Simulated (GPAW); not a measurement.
# Calculated records

```
Quasiparticle gap of WSe2 (P6_3/mmc) in GPAW
1.0
     3.29000    0.00000    0.00000
    -1.64500    2.84922    0.00000
     0.00000    0.00000   12.97000
W Se
2 4
Direct
  0.33333 0.66667 0.25000
  0.66667 0.33333 0.75000
  0.33333 0.66667 0.62100
  0.66667 0.33333 0.12100
  0.33333 0.66667 0.87900
  0.66667 0.33333 0.37900
# method: DFT, PBE, plane waves, PAW (and 1 further level or step)
# program: GPAW 26.7.0
# settings of one run: cutoff 450 eV, GPAW PAW setups 1.2.1 data release, 6×6×1 k-mesh, nbands 790
# cost: 4 runs, 6.6 min in all on 4 MPI ranks of Arm Neoverse V1, shared host (the runs of this entry)
# notes: The database entry behind the starting cell differs from later determinations by our own check (a about 0.2 % long). The cell and positions come from the Crystallography Open Database and are kept as given unless a step says otherwise. Limits: no spin-orbit coupling. Bands and cutoff are finite, so the gap is not at the basis limit. The miss can reach some tenths of an eV and take either sign; the mesh is an error of its own. The 6×6×1 mesh is coarse for this cell, which bears on the long-range parts of exchange and screening.
# PBE gap: 0.97 eV, indirect
# G0W0 gap on the mesh: 1.27 eV
# GW settings: 6×6×1 mesh, 362 bands, screening to 120 eV, Godby-Needs plasmon pole
# known limits: not at the basis limit; no spin-orbit coupling; coarse k mesh
```

[Paths, hosts, dates, memory and timing lines, banners, echoed tables and standing remarks are left out of the program output.]

[Logs are printed without paths, hosts, clocks, repeated set-up lines and the standing remarks that a program may print on its own settings, such as how far it seeks lower states.]

[Runs of the session that timed out or met a known fault of the program may be left out.]

[Hosts, paths, dates, database ids (printed as entryN), source tags and the programs' standing remarks are cut or masked in the printed files.]
